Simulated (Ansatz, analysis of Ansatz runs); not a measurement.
# Mn2+ on a Ca site in CaO: hyperfine coupling against experiment, part 2 of 2

How near does this set-up come to the measured hyperfine coupling? Subject: Mn2+ on a Ca site in CaO. Set-up: PBE, 32-site cell, PBE lattice, 420 eV, k: the single point 1/4 1/4 1/4 then 2x2x2 shifted 0.5 0.5 0.5. The model is a cell of 32 host atoms with 1 Ca taken out and 1 Mn put in. The isotropic coupling follows from the spin density at the nucleus, the nuclear g-factor and the total spin. A small cell is quick and shows the size of the effect, at the price of close images.

Ansatz 0.2.0; PBE, 32-site cell, PBE lattice, 420 eV, k: the single point 1/4 1/4 1/4 then 2x2x2 shifted 0.5 0.5 0.5.

So far: The starting structure; Relaxation, charge 0.

### Step 2. Relaxation, charge 0 (continued)

Level of this step: plane-wave PAW DFT, PBE; relaxation of all atoms of a defect supercell (Ansatz).

The steps of the relaxation:

| step | energy less that of the first step (eV) | largest force component (eV/Å) |
| --- | --- | --- |
| 1 | 0.0000 | 0.2810 |
| 2 | -0.0628 | 0.0874 |
| 3 | -0.0658 | 0.0708 |
| 4 | -0.0677 | 0.0014 |
| 5 | -0.0677 | 0.0014 |

The run keeps the 48 symmetry operations that it works with, so distortions that break them were not tested.

The atoms that moved most (Å):

```
atom      dx      dy      dz  length
 O22   0.045   0.000   0.000   0.045
 O18   0.000   0.000   0.045   0.045
 O28   0.000   0.000  -0.045   0.045
 O19   0.000   0.045   0.000   0.045
 O27   0.000  -0.045   0.000   0.045
 O24  -0.045   0.000   0.000   0.045
 Ca2   0.016   0.016   0.000   0.023
Ca14   0.000   0.016   0.016   0.023
```

The relaxed structure:

```xyz
32
Lattice="-4.8308 4.8308 4.8308 4.8308 -4.8308 4.8308 4.8308 4.8308 -4.8308" Properties=species:S:1:pos:R:3 pbc="T T T"
Ca    0.0164    0.0000    0.0164
Ca    4.8472    2.4318   -2.4154
Ca    4.8143    0.0000    0.0164
Ca    4.8143   -2.3989    2.4154
Ca    2.4154    4.8308   -2.4154
Ca    2.4154    2.3989    0.0164
Mn    2.4154    0.0000    2.4154
Ca    2.4154   -2.3989    4.8143
Ca   -0.0164    4.8308   -0.0164
Ca    0.0164    2.3989    2.4154
Ca    0.0164    0.0000    4.8143
Ca    4.8143    2.3989    2.4154
Ca   -2.4154    4.8308    2.4154
Ca   -2.4154    2.4318    4.8472
Ca    2.4154    4.8308    2.4154
Ca    2.4154    2.3989    4.8143
O     2.4154    2.4154   -2.4154
O     2.4154    0.0000    0.0447
O     2.4154   -2.3707    2.4154
O     7.2462    0.0000    0.0000
O     0.0000    2.4154    0.0000
O     0.0447    0.0000    2.4154
O     4.8308    2.4154    0.0000
O     4.7861    0.0000    2.4154
O    -2.4154    2.4154    2.4154
O     2.4154    4.8308    0.0000
O     2.4154    2.3707    2.4154
O     2.4154    0.0000    4.7861
O     0.0000    7.2462    0.0000
O     0.0000    4.8308    2.4154
O     0.0000    2.4154    4.8308
O     0.0000    0.0000    7.2462
```

Neighbours of Mn7 at the end:

```csv
atom,distance (Å)
O22,2.371
O28,2.371
O27,2.371
O18,2.371
O19,2.371
O24,2.371
Ca2,3.393
Ca8,3.393
Ca11,3.393
Ca10,3.393
Ca14,3.393
Ca3,3.393
Ca6,3.393
Ca4,3.393
Ca1,3.393
Ca9,3.393
```

Numbers from this step:

| Property | Result |
| --- | --- |
| free energy | -40282.9014 eV |
| total moment | 5 μB |
| integral of the absolute spin density | 5.059 μB |
| spin contamination | 0.006978 |

The relaxation ends 2.1 meV an atom lower, with a largest force component of 0.0014 eV/Å.

### Step 3. Contact spin densities

The relaxed structure is kept, and the final numbers are taken at the final level and k-points.

This step: plane-wave PAW DFT, PBE; single point of a defect supercell.

The input, point/input.yaml:

```yaml
crystal:
  lattice:
    - [-4.83077861, 4.83077861, 4.83077861]
    - [4.83077861, -4.83077861, 4.83077861]
    - [4.83077861, 4.83077861, -4.83077861]
  atoms:
    - { symbol: Ca, position: [0.001702123, 0.003404246, 0.001702123] }
    - { symbol: Ca, position: [0.001702123, 0.251702123, 0.753404246] }
    - { symbol: Ca, position: [0.001702123, 0.5, 0.498297877] }
    - { symbol: Ca, position: [0.001702123, 0.748297877, 0.25] }
[... 2 atom lines left out ...]
    - { symbol: Mn, position: [0.25, 0.5, 0.25], spin: 5.0 }
    - { symbol: Ca, position: [0.25, 0.748297877, 0.001702123] }
[... 2 atom lines left out ...]
    - { symbol: Ca, position: [0.498297877, 0.5, 0.001702123] }
[... 6 atom lines left out ...]
    - { symbol: O, position: [0.00462299, 0.25462299, 0.25] }
    - { symbol: O, position: [0.00462299, 0.5, 0.00462299] }
[... 2 atom lines left out ...]
    - { symbol: O, position: [0.25, 0.25462299, 0.00462299] }
[... 1 atom line left out ...]
    - { symbol: O, position: [0.25, 0.74537701, 0.49537701] }
[... 2 atom lines left out ...]
    - { symbol: O, position: [0.49537701, 0.5, 0.49537701] }
    - { symbol: O, position: [0.49537701, 0.74537701, 0.25] }
[... 3 atom lines left out ...]
    - { symbol: O, position: [0.75, 0.75, 0.0] }
basis:
  ecutwfc: 420
  xc_grid: 2
hamiltonian:
  xc: pbe
kpoints:
  mp_grid: { grid: [2, 2, 2], shift: [0.5, 0.5, 0.5] }
magnetization:
  spin_polarized: true
  initial_magnetization: 5
  spin_locking: { lock_magnetization: hard }
scf:
  occupations: { method: fermi_dirac, width: 0.01 }
  max_iter: 120
output:
  forces: true
  efg: {}
  eigenvalues: true
checkpoint:
  read: "../relax.run"
```

Run with:

```console
> ansatz run input.yaml --threads 2 --pin off --max-ram 3768MiB --backend cpu --events-out ev --progress --plain --runs-dir out
```

Numbers of over 12 decimals in the logs are rounded to 6 here.

What it wrote:

```text
[...]
Crystal: 32 atoms, lattice volume = 450.932 Å³
Basis set: ecut = 420 eV, 8781 PW (Γ), exchange–correlation on 120×120×120 points (8 copies of the dense FFT grid, shifted against one another)
Bands: 165, of which v1, the nominal top of the filled ones, is band 131 counted from 1 (130 counted from 0)
Symmetry: 48 space group operations
[...]
k-points: 2 of 8
[...]
Starting moments: Σ|m| = 5 μB on 1 of 32 sites; this step starts from the density that it was given
[...]
SCF iter   8: F=-40281.875012 eV  HF=-40281.875012 eV  |F-HF|=1.74e-9  |Δ(HF+E_count)|=   1.21e-8  Δρ=1.11e-6 (↑1.11e-6 ↓7.55e-7)  dr2=1.25e-8  dr2_m=5.83e-10  M=5.000 μB ∫|m|=5.055 μB  ethr=3.83e-11  ⟨swp⟩=3.5  Hψ=1881  notcnv=0
SCF 1 converged in 8 iterations: F = -40281.875012 eV  dr2 = 1.25e-8
[...]
SCF converged after 8 iterations
[...]
atom   8  Ca V_zz =    +0.318367   η = 0.8503   by run symmetry: allowed
[...]
atom  18  O  V_zz =    +2.866374   η = 0.0000   by run symmetry: allowed
[...]
atom  19  O  V_zz =    +2.866374   η = 0.0000   by run symmetry: allowed
[...]
atom  22  O  V_zz =    +2.866374   η = 0.0000   by run symmetry: allowed
[...]
atom  24  O  V_zz =    +2.866374   η = 0.0000   by run symmetry: allowed
[...]
atom  27  O  V_zz =    +2.866374   η = 0.0000   by run symmetry: allowed
[...]
atom  28  O  V_zz =    +2.866374   η = 0.0000   by run symmetry: allowed
[...]
--- Band table (eV) ---
[...]
[... further k-points left out ...]
[key lines of the parts left out:]
Magnetization: 5.0000 μB (133.0000 up, 128.0000 down)
Free energy (F): -40281.875012 eV
Fermi energy:    9.919603 (↑ 10.228723, ↓ 9.200094) eV
```

It took 37 s on 2 threads of AMD EPYC 7R43, shared host; peak memory 1.2 GiB.

In the SCF lines HF is the Harris–Foulkes energy and dr2 the Hartree energy of the density residual, in eV; the loop may stop once dr2 is under the threshold and the program's other checks hold. Hψ counts applications of the Hamiltonian.

This step gave:

- free energy: -40281.8750 eV
- total moment: 5 μB
- integral of the absolute spin density: 5.057 μB
- spin contamination: 0.007454

The largest moments in the atoms' spheres: Mn7 4.27, O18 0.04, O27 0.04, O22 0.04, O19 0.04, O28 0.04 μB.

Contact couplings A = (2/3) μ0 ge μB gN μN ρs / (2S h), for each element's most abundant magnetic isotope:

| atom | isotope | distance from the centre (Å) | contact spin density (e/Å³) | A (MHz) |
| --- | --- | --- | --- | --- |
| Mn7 | 55Mn | 0.00 | -3.90 | -127.8 |
| O18 | 17O | 2.37 | 0.323 | -5.8 |
| O19 | 17O | 2.37 | 0.323 | -5.8 |
| O22 | 17O | 2.37 | 0.323 | -5.8 |
| O24 | 17O | 2.37 | 0.323 | -5.8 |
| O27 | 17O | 2.37 | 0.323 | -5.8 |
| O28 | 17O | 2.37 | 0.323 | -5.8 |
| Ca5 | 43Ca | 4.83 | 0.103 | -0.9 |
| Ca13 | 43Ca | 4.83 | 0.103 | -0.9 |
| Ca15 | 43Ca | 4.83 | 0.103 | -0.9 |

### Step 4. What came out

| Item | Value |
| --- | --- |
| 55Mn, isotropic | -127.8 MHz |
| integral of the absolute spin density | 5.06 μB |
| time of the whole chain | 1.7 min on 2 threads |

**Reading.** 55Mn, isotropic: computed -127.8 MHz, measured -242.2 MHz; 114.4 MHz (47 %) smaller in size than the measurement. Only the isotropic (Fermi contact) part is computed, with core polarisation; no vibrational averaging. The coupling of Mn2+ comes from the polarisation of the s shells by the d electrons, which semilocal functionals understate. Limits: the periodic copies of the defect are only 8.4 Å apart.

[Logs are printed without paths, hosts, clocks, repeated set-up lines and the standing remarks that a program may print on its own settings, such as how far it seeks lower states.]

[Hosts, paths, dates, database ids (printed as entryN), source tags and the programs' standing remarks are cut or masked in the printed files.]

[For some hosts the program warned that the k-mesh of the response run may be too coarse for force constants and the static dielectric constant; such warnings are not shown here.]
